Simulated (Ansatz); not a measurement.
# 1T-MnSTe bilayer (AA) in a perpendicular field, part 2 of 3

What dipole does a perpendicular field induce in the 1T-MnSTe bilayer (AA)? A positive field points along +c.

Ansatz 0.2.0; plane-wave DFT, PBE+U-D3(BJ), Ansatz PAW.

So far. Step 2 (Relaxation): The lattice constant a goes from 3.555 to 3.610 Å.

## 3. Atoms held, field 0

A sawtooth potential applies the field, turning back in the middle of the vacuum. With the dipole correction the typed value is the field outside the slab. The induced dipole is small, so the SCF threshold is tight.

The cell differs from the one that the last finished run ended in (c 48.372 → 26.806 Å).

Contents of input.yaml:

```yaml
crystal:
  lattice:
    - [3.610207251, 0.0, 0.0]
    - [-1.8051036255, 3.1265311923, 0.0]
    - [0.0, 0.0, 26.8064027845]
  atoms:
    - { symbol: Te, position: [0.6666666667, 0.3333333333, 0.3357406838], spin: -0.24 }
    - { symbol: Mn, position: [0.0, 0.0, 0.4100314451], spin: 4.07 }
    - { symbol: S, position: [0.3333333333, 0.6666666667, 0.4569974764], spin: -0.21 }
    - { symbol: Te, position: [0.6666666667, 0.3333333333, 0.5490674602], spin: -0.38 }
    - { symbol: Mn, position: [0.0, 0.0, 0.6205462749], spin: 3.9 }
    - { symbol: S, position: [0.3333333333, 0.6666666667, 0.6642593162], spin: -0.23 }
magnetization:
  spin_polarized: true
kpoints:
  mp_grid: { grid: [18, 18, 1] }
  band_path:
    path: [[0, 0, 0], [0.5, 0, 0], [0.33333333, 0.33333333, 0], [0, 0, 0]]
    npoints: 16
hamiltonian:
  xc: pbe
  dispersion: d3bj
  hubbard: { sites: [{ species: Mn, l: d, u_eff: 4.0 }] }
scf:
  occupations: { method: fermi_dirac, width: 0.05 }
  convergence: { dr2_threshold: 1.0e-10 }
efield:
  axis: 3
  dipole_correction: true
  ramp_position: 0.97
  ramp_width: 0.06
  amplitude: 0
output:
  dos: { projected: true, e_range: [-6, 5] }
  bader: true
  write_potential: true
  write_density: true
  volumetric_format: npy
  elf: true
```

On the command line:

```
$ ansatz run input.yaml --threads 4 --pin off --max-ram 6144MiB --backend cpu --events-out ev --progress --plain --runs-dir out
```

Numbers of over 12 decimals in the logs are rounded to 6 here.

What it wrote:

```text
[...]
Crystal: 6 atoms, lattice volume = 302.575 Å³
Basis set: ecut = 420 eV, 5813 PW (Γ)
Bands: 50, of which v1, the nominal top of the filled ones, is band 37 counted from 1 (36 counted from 0)
Symmetry: 6 space group operations
k-points: 37 of 324 (time reversal used)
[...]
Starting moments: Σ|m| = 9.03 μB on 6 of 6 sites
[...]
SCF iter   1: F=—  HF=-23562.229022 eV  |F-HF|=—  |Δ(HF+E_count)|=         —  Δρ=2.52e-2 (↑2.52e-2 ↓1.72e-2)  dr2=1.16e1  dr2_m=8.13e-1  M=7.941 μB ∫|m|=9.501 μB  β_m=0.30  ethr=3.10e-3  p=-0.000 e·Å  D=-5.51e-8 V/Å  ΔV_dip=0.00 eV  dr2_dipole=4.37e0  V_vac-E_F(+/−)=6.12/6.12 eV  ⟨swp⟩=12.3  Hψ=18759  notcnv=0  defer=37
efield: sawtooth ramp at fractional position 0.9700 (set: `efield.ramp_position`, or a place that a band, a saddle search or an elastic batch's reference lends), width 0.0600; the density the first Hamiltonian is built on has a dipole p = -0.000 e·Å; the dipole correction subtracts the counter field D = -5.51e-8 V/Å, which shifts the + side's vacuum level by +0.00 eV against the − side's; the planar-averaged density in the ramp window peaks in size at 3.6e-6 e/Å³
[...]
SCF iter   2: F=—  HF=-23562.076510 eV  |F-HF|=—  |Δ(HF+E_count)|=   1.53e-1  Δρ=1.45e-2 (↑1.45e-2 ↓1.33e-2)  dr2=5.65e0  dr2_m=3.65e-1  M=7.765 μB ∫|m|=9.604 μB  β_m=0.30  ethr=3.10e-3  p=-0.000 e·Å  D=-6.32e-8 V/Å  ΔV_dip=0.00 eV  dr2_dipole=2.44e0  V_vac-E_F(+/−)=6.15/6.15 eV  ⟨swp⟩=2.5  Hψ=5080  notcnv=0  defer=278  κ⁻¹=1.0e0(r=1)
[...]
SCF iter   7: F=—  HF=-23562.653252 eV  |F-HF|=—  |Δ(HF+E_count)|=   4.35e-1  Δρ=1.03e-2 (↑1.03e-2 ↓3.62e-3)  dr2=1.72e1  dr2_m=4.81e-2  M=7.186 μB ∫|m|=10.110 μB  β_m=1.20  ethr=1.06e-4  p=-0.160 e·Å  D=-9.57e-2 V/Å  ΔV_dip=2.57 eV  dr2_dipole=8.99e0  V_vac-E_F(+/−)=6.93/4.37 eV  ⟨swp⟩=4.6  Hψ=7380  notcnv=0  defer=283  κ⁻¹=1.0e0(r=1)
density mixer auto → broyden: no gap read (density of states about μ 0.90 of a free-electron gas's, 60 screened modes)
SCF iter   8: F=—  HF=-23562.236426 eV  |F-HF|=—  |Δ(HF+E_count)|=   4.17e-1  Δρ=1.63e-3 (↑1.63e-3 ↓1.08e-3)  dr2=7.26e-2  dr2_m=1.44e-3  M=7.192 μB ∫|m|=10.116 μB  β_m=1.20  ethr=1.06e-4  p=-0.071 e·Å  D=-4.24e-2 V/Å  ΔV_dip=1.14 eV  dr2_dipole=2.01e-3  V_vac-E_F(+/−)=6.25/5.11 eV  ⟨swp⟩=3.8  Hψ=7286  notcnv=0  defer=281  κ⁻¹=1.1e-3(r=2)
[...]
SCF iter  24: F=-23562.257664 eV  HF=-23562.257664 eV  |F-HF|=1.46e-11  |Δ(HF+E_count)|=  7.64e-11  Δρ=5.48e-8 (↑5.48e-8 ↓4.89e-8)  dr2=3.68e-11  dr2_m=1.64e-12  M=7.197 μB ∫|m|=10.128 μB  ethr=1.00e-12  p=-0.072 e·Å  D=-4.31e-2 V/Å  ΔV_dip=1.16 eV  dr2_dipole=4.96e-12  V_vac-E_F(+/−)=6.26/5.11 eV  ⟨swp⟩=2.0  Hψ=6726  notcnv=0
SCF 1 converged in 24 iterations: F = -23562.257664 eV  dr2 = 3.68e-11
[...]
this state was not tested for a lower state beside it, because the mixer in use, unlike msr1, does not test its closes by its own steps (another_mixer; see scf.mixing.algorithm and scf.lower_state_search)
NSCF: frozen V_eff on 49 k-points
efield: sawtooth ramp at fractional position 0.9700 (kept from the solve that this one continues, or follows in the run), width 0.0600; the density the first Hamiltonian is built on has a dipole p = -0.072 e·Å; the dipole correction subtracts the counter field D = -4.31e-2 V/Å, which shifts the + side's vacuum level by +1.16 eV against the − side's; the planar-averaged density in the ramp window peaks in size at 3.6e-6 e/Å³
SCF converged after 24 iterations
Magnetization: 7.1967 μB (40.5984 up, 33.4016 down)
Absolute magnetization: 10.1311 μB (∫|ρ↑−ρ↓|, with the PAW one-centre terms)
[...]
Per-site moments (μB) at R_I (Å): [(-0.232275, 1.189151), (4.073270, 1.004468), (-0.208551, 1.004468), (-0.371808, 1.167887), (3.903322, 0.986351), (-0.224584, 0.986351)]
Free energy (F): -23562.257664 eV
[...]
Internal energy: -23562.232894 eV  (E = F + TS)
E sigma→0 (E₀):  -23562.245279 eV
Entropy (-TS):   -0.024770 eV (-4.128 meV/atom)
Fermi energy:    0.902054 eV
Dipole field:    D = -0.043091 V/Å  (p = -0.072055 e·Å, saw-weighted, corrected)
Work function:   Φ+ = 6.2630 eV   Φ− = 5.1079 eV
Levels:          The Fermi level and band energies are counted from a zero that moves with the ramp; work functions are not
[...]
--- Band table (eV; the first three rows and the last of 74) ---
  k-point 0 ↑: bands = [... 33 lower, -2.1251, -0.2650, 1.0414, 1.0414, 1.3588, 1.5620, 1.5620, 2.9328, ... 9 higher]
  k-point 1 ↑: bands = [... 33 lower, -2.0892, -0.2725, 0.7600, 0.9947, 1.3862, 1.5138, 1.5181, 2.6406, ... 9 higher]
  k-point 2 ↑: bands = [... 33 lower, -2.0056, -0.3175, 0.2902, 0.8607, 0.9715, 1.3898, 1.5420, 2.0318, ... 9 higher]
  k-point 36 ↓: bands = [... 33 lower, -0.2663, 3.6249, 3.7539, 3.7911, 3.9535, 4.0375, 4.0570, 4.5909, ... 9 higher]
Occupation matrices written to <dir>
--- Bader charges: 6 sites ---
  site symbol  charge [e]  shift [e]    m [muB]
     0     Te     -0.3560     0.0002    -0.3295
     1     Mn      1.0870     0.0010     4.3342
     2      S     -0.8845     0.0008    -0.1912
     3     Te     -0.1315     0.0003    -0.5542
     4     Mn      1.0625     0.0009     4.1712
     5      S     -0.7776     0.0006    -0.2338
  estimated error of the sums over rays = 6.5e-4 e
```

Run time: 1.9 min. Hardware: 4 threads of Arm Neoverse V1, shared host; peak memory 1.6 GiB.

In the SCF lines HF is the Harris–Foulkes energy and dr2 the Hartree energy of the density residual, in eV; the loop may stop once dr2 is under the threshold and the program's other checks hold. Hψ counts applications of the Hamiltonian.

This step gave:

- energy at zero smearing: -23562.2453 eV
- total moment: 7.197 μB
- site moments: -0.2323, 4.073, -0.2086, -0.3718, 3.903, -0.2246 μB
- work function, upper face: 6.263 eV
- work function, lower face: 5.108 eV
- dipole along the normal: -0.07205 e·Å
- step between the vacuum levels: 1.155 eV

Running mean over a fixed 2.5 Å (it still follows the layers) of the planar mean; the ramp of the sawtooth is left out. Electron's electrostatic potential energy less the Fermi level against z:

```
z (Å)  electron's electrostatic potential energy less the Fermi level (eV)
  3.5                                                                 5.11
  4.0                                                                 5.11
  4.5                                                                 5.11
  5.0                                                                 5.10
  5.5                                                                 5.09
  6.0                                                                 5.04
  6.5                                                                 4.82
  7.0                                                                 3.95
  7.5                                                                 2.53
  8.0                                                                 1.54
  8.5                                                               0.0254
  9.0                                                                -1.15
  9.5                                                                -2.33
 10.0                                                                -3.55
 10.5                                                                -4.90
 11.0                                                                -5.52
 11.5                                                                -5.91
 12.0                                                                -4.78
 12.5                                                                -2.75
 13.0                                                                -1.80
 13.5                                                               -0.786
 14.0                                                               -0.270
 14.5                                                                -1.04
 15.0                                                                -2.20
 15.5                                                                -3.40
 16.0                                                                -4.77
 16.5                                                                -5.77
 17.0                                                                -5.96
 17.5                                                                -4.98
 18.0                                                                -2.42
 18.5                                                                0.340
 19.0                                                                 2.85
 19.5                                                                 4.95
 20.0                                                                 5.97
 20.5                                                                 6.20
 21.0                                                                 6.25
 21.5                                                                 6.26
 22.0                                                                 6.26
 22.5                                                                 6.26
 23.0                                                                 6.26
 23.5                                                                 6.26
```

The density of states has structure finer than the step of the table below, so its rows give means over 0.25 eV, whole bins alone (the curve runs from -6 to 1.99 eV). Peaks (eV: height): total -5.340: 13.9, -5.090: 15.8, -4.950: 12.9, -4.900: 14.2, -4.760: 20.1, -4.590: 18.1, -1.810: 10.2; up -5.340: 13.9, -5.090: 15.3, -5.010: 9.47, -4.950: 11.4, -4.900: 12.7, -4.760: 18.4, -4.590: 16.0; down -4.400: 4.10, -4.150: 6.38, -3.660: 4.40, -1.970: 5.47, -1.810: 8.61, -1.670: 5.45, -1.150: 5.54.

The density of states by energy, zero at the Fermi level; means over each step; values in states/eV a cell:

```
energy (eV)  total     up   down
      -5.75   3.94   3.94      0
      -5.50   3.05   3.05      0
      -5.25   8.71   8.46  0.247
      -5.00   8.63   7.68  0.955
      -4.75   9.37   7.66   1.72
      -4.50   8.64   6.07   2.56
      -4.25   3.94   1.50   2.44
      -4.00   2.39   1.27   1.12
      -3.75   5.23   2.99   2.24
      -3.50   4.43   2.82   1.61
      -3.25   3.83   2.43   1.39
      -3.00   4.99   2.37   2.62
      -2.75   3.46   1.31   2.15
      -2.50   3.79   1.57   2.21
      -2.25   5.35   2.15   3.20
      -2.00   5.98   1.52   4.46
      -1.75   5.85   1.67   4.19
      -1.50   3.98   2.08   1.90
      -1.25   4.41   2.23   2.19
      -1.00   5.20   2.46   2.74
      -0.75   4.01   2.08   1.93
      -0.50   3.66   1.77   1.89
      -0.25   4.25   2.67   1.59
       0.00   3.21   2.31  0.900
       0.25   2.14   1.50  0.646
       0.50   2.86   2.34  0.523
       0.75   2.66   2.25  0.403
       1.00   2.89   2.62  0.269
       1.25   2.12   2.00  0.117
       1.50  0.957  0.957      0
       1.75  0.631  0.631      0
```

Projected DOS per atom over height of the atomic layer and energy from the Fermi level. Layers: Te Mn S Te Mn S from below.

Values in states/eV, 22 rows by 6 columns, each cell a mean:
```
0.24 0.01 0.03 0.27 0.02 0.03
0.35 0.03 0.12 0.46 0.05 0.12
0.58 0.10 0.41 1.02 0.17 0.40
0.73 0.12 0.33 0.85 0.15 0.42
0.74 0.14 0.35 0.56 0.13 0.48
0.91 0.23 0.60 0.65 0.18 0.64
0.99 0.25 0.64 0.84 0.22 0.74
0.82 0.23 0.69 1.06 0.28 0.84
0.99 0.29 0.93 1.32 0.37 1.15
1.29 0.25 0.87 0.66 0.20 0.71
1.36 0.32 1.14 0.60 0.46 1.69
0.90 0.31 1.46 0.65 0.41 1.68
0.57 0.23 1.02 0.52 0.23 0.99
0.91 0.31 0.94 0.81 0.36 1.06
0.77 0.41 0.56 0.72 0.51 0.88
1.03 0.93 1.05 0.75 0.67 0.94
0.46 0.34 0.57 0.37 0.66 0.37
0.46 1.22 0.93 0.80 1.60 0.45
0.38 3.46 0.82 0.81 3.16 0.35
0.32 3.31 0.49 0.59 3.36 0.39
0.17 2.01 0.35 0.29 2.08 0.37
0.10 1.44 0.54 0.31 0.80 0.19
```
Columns: height of the atomic layer (Å) from 9 to 17.8 (not evenly spaced); rows upwards: energy from the Fermi level (eV) from -5.96 to 1.96.

Projected DOS per atom, spin up over height of the atomic layer and energy from the Fermi level. Layers: Te Mn S Te Mn S from below.

Ten even steps from '_' (0.01 states/eV) to '@' (3.34 states/eV), each cell a mean:
```
____________
..____..____
..__..::__..
..____::__..
..____..__..
..__..____..
..__..____..
..__..____..
..__....__::
..__....__..
..__..______
..__..____..
____________
..____..____
....__......
..::......__
________..__
__--____==__
__@@____@@__
__@@____@@..
__**..__**..
__==..__::__
```
Columns: height of the atomic layer (Å) from 9 to 17.8 (not evenly spaced); rows upwards: energy from the Fermi level (eV) from -5.96 to 1.96.

Projected DOS per atom, spin down over height of the atomic layer and energy from the Fermi level. Layers: Te Mn S Te Mn S from below.

Ten even steps from '_' (0.00 states/eV) to '@' (1.38 states/eV), each cell a mean:
```
____________
____________
____________
..____..____
..____..____
::____::____
--__..==__..
--__..++....
==..--**..::
++..::::__..
**..++::::@@
--..**::..@@
::__++..__++
--__==::__++
::__::..__--
--__--::__==
::__::..__..
::__++==__::
..__====____
____..::____
____________
____________
```
Columns: height of the atomic layer (Å) from 9 to 17.8 (not evenly spaced); rows upwards: energy from the Fermi level (eV) from -5.96 to 1.96.

Deep bands are left out, so band numbers here count from the lowest band kept and differ from the log's. Electronic bands along the path, in eV, zero at the Fermi level; # counts the bands kept:

```
  point  up #14  up #15  up #18  up #20  down #9  down #10  down #11  down #12
      Γ    0.14    0.14    0.66    2.03     0.99      0.99      1.33      1.33
halfway   -1.59   -1.30   -0.27    1.02    -1.25     -0.36     -0.01      0.31
      M   -3.43   -2.11   -0.92    0.66    -1.52     -1.18     -0.60     -0.37
halfway   -3.19   -2.49   -1.31   -0.16    -1.75     -1.59     -1.17     -1.09
      K   -3.00   -2.89   -2.09   -0.02    -2.12     -1.70     -1.18     -1.17
halfway   -1.89   -1.59   -0.35    0.34    -1.39     -0.71     -0.52     -0.38
      Γ    0.14    0.14    0.66    2.03     0.99      0.99      1.33      1.33
```

Spin density in the ca plane at fractional y = 0.000, with atoms of Mn within 0.2 Å of it.

Values in e/Å³, 5 rows by 16 columns, each cell a mean:
```
0.0 0.0 0.0 0.0 0.0 0.0 0.1 2.2 0.3 0.0 0.0 0.0 0.5 1.9 0.1 0.0
0.0 0.0 0.0 0.0 0.0 0.0 0.0 0.1 0.0 0.0 0.0 0.0 0.0 0.1 0.0 0.0
0.0 0.0 0.0 0.0 0.0 0.0 0.0 0.0 0.0 0.0 0.0 0.0 0.0 0.0 0.0 0.0
0.0 0.0 0.0 0.0 0.0 0.0 0.0 0.2 0.0 0.0 0.0 0.0 0.1 0.2 0.0 0.0
0.0 0.0 0.0 0.0 0.0 0.0 0.2 3.6 0.4 0.0 0.0 0.0 0.8 3.1 0.1 0.0
```
Columns run along c (16.0 Å, from fractional 0.14 to 0.73 of the cell), rows up along a (3.6 Å). Atoms in or near the plane, at fractional coordinates: Mn at (0.41, 0.00), Mn at (0.62, 0.00).

ELF in the ca plane at fractional y = 0.000, with atoms of Mn within 0.2 Å of it. It is the smooth field of the valence electrons, not physical close to the nuclei.

Ten even steps from '0' (0.00) to '9' (0.86), each cell a mean:
```
00000000000000000112221489621100001221269851
00000000000000012344442244323210023443234422
00000000000000135666664211256631246666321246
00000000000001357766665312578852266666522478
00000000000001367866666323688862366666522478
00000000000001246776665212478752256666421357
00000000000000123555553122235421135665222224
00000000000000001123331367421100012332247631
00000000000000000011111599731000001121279962
```
Columns run along c (16.0 Å, from fractional 0.07 to 0.67 of the cell), rows up along a (3.6 Å). Atoms in or near the plane, at fractional coordinates: Mn at (0.41, 0.00), Mn at (0.62, 0.00).

Valence density in the ca plane at fractional y = 0.000, with atoms of Mn within 0.2 Å of it. It is the smooth field of the valence electrons, not physical close to the nuclei.

Ten steps, logarithmic in the rise over the least value, from '0' (0 e/Å³) to '9' (22 e/Å³), each cell a mean:
```
00000000000000000000012589731000000011269852
00000000000000000001111245311000000111135431
00000000000000000111111111111110011111111111
00000000000000000122211101112111112221111112
00000000000000000122211101122211112221111112
00000000000000000112211111111110011221111111
00000000000000000011111122211100001111122221
00000000000000000000111467521000000011257741
00000000000000000000012699731000000001379962
```
Columns run along c (16.0 Å, from fractional 0.07 to 0.67 of the cell), rows up along a (3.6 Å). Atoms in or near the plane, at fractional coordinates: Mn at (0.41, 0.00), Mn at (0.62, 0.00).

The work function of the upper face is 6.26 eV.

## 4. Atoms held, field 0.05 V/Å

Changes to input.yaml since step 3:

```diff
@@ -31,6 +31,4 @@
   ramp_width: 0.06
-  amplitude: 0
+  amplitude: 0.05
 output:
-  dos: { projected: true, e_range: [-6, 5] }
-  bader: true
   write_potential: true
@@ -38,2 +36 @@
   volumetric_format: npy
-  elf: true
```

What it wrote:

```text
[...]
Crystal: 6 atoms, lattice volume = 302.575 Å³
Basis set: ecut = 420 eV, 5813 PW (Γ)
Bands: 50, of which v1, the nominal top of the filled ones, is band 37 counted from 1 (36 counted from 0)
Symmetry: 6 space group operations
k-points: 37 of 324 (time reversal used)
[...]
Starting moments: Σ|m| = 9.03 μB on 6 of 6 sites
[...]
k-point 1 ↑: bands = [... 33 lower, -2.0981, -0.2762, 0.7547, 0.9889, 1.3825, 1.5088, 1.5141, 2.6336, ... 9 higher]
  k-point 2 ↑: bands = [... 33 lower, -2.0138, -0.3229, 0.2854, 0.8549, 0.9681, 1.3858, 1.5368, 2.0243, ... 9 higher]
  k-point 36 ↓: bands = [... 33 lower, -0.2706, 3.6181, 3.7475, 3.7850, 3.9473, 4.0317, 4.0515, 4.5849, ... 9 higher]
Occupation matrices written to <dir>
[key lines of the parts left out:]
SCF converged after 25 iterations
Magnetization: 7.1967 μB (40.5983 up, 33.4017 down)
Free energy (F): -23562.254936 eV
Fermi energy:    0.895685 eV
Dipole field:    D = -0.022156 V/Å  (p = -0.037047 e·Å, saw-weighted, corrected)
```

Elapsed: 99 s, on 4 threads; peak memory 1.6 GiB; 6.4 min of CPU time.

The dipole is -0.0370 e·Å, 0.0350 e·Å from its value without field.

## 5. Atoms held, field -0.05 V/Å

Changes to input.yaml since step 4:

```diff
@@ -31,3 +31,3 @@
   ramp_width: 0.06
-  amplitude: 0.05
+  amplitude: -0.05
 output:
```

What it wrote:

```text
[...]
Crystal: 6 atoms, lattice volume = 302.575 Å³
Basis set: ecut = 420 eV, 5813 PW (Γ)
Bands: 50, of which v1, the nominal top of the filled ones, is band 37 counted from 1 (36 counted from 0)
Symmetry: 6 space group operations
k-points: 37 of 324 (time reversal used)
[...]
Starting moments: Σ|m| = 9.03 μB on 6 of 6 sites
[...]
k-point 1 ↑: bands = [... 33 lower, -2.0805, -0.2690, 0.7652, 1.0003, 1.3898, 1.5186, 1.5218, 2.6475, ... 9 higher]
  k-point 2 ↑: bands = [... 33 lower, -1.9976, -0.3123, 0.2948, 0.8663, 0.9746, 1.3937, 1.5470, 2.0392, ... 9 higher]
  k-point 36 ↓: bands = [... 33 lower, -0.2622, 3.6314, 3.7602, 3.7971, 3.9594, 4.0432, 4.0624, 4.5967, ... 9 higher]
Occupation matrices written to <dir>
[key lines of the parts left out:]
SCF converged after 25 iterations
Magnetization: 7.1968 μB (40.5984 up, 33.4016 down)
Free energy (F): -23562.262142 eV
Fermi energy:    0.908259 eV
Dipole field:    D = -0.064027 V/Å  (p = -0.107061 e·Å, saw-weighted, corrected)
```

Run time: 100 s. Hardware: 4 threads; peak memory 1.6 GiB; 6.5 min of CPU time.

The dipole is -0.107 e·Å, -0.0350 e·Å from its value without field.

(Part 2 of 3 ends here.)

[Logs are printed without paths, hosts, clocks, repeated set-up lines and the standing remarks that a program may print on its own settings, such as how far it seeks lower states.]

[Hosts, paths, dates, database ids (printed as entryN), source tags and the programs' standing remarks are cut or masked in the printed files.]

[Maps of the electrostatic potential energy from Ansatz leave out the sawtooth potential of an applied field or a dipole correction, so their vacuum need not be flat; planar profiles and work functions include it.]
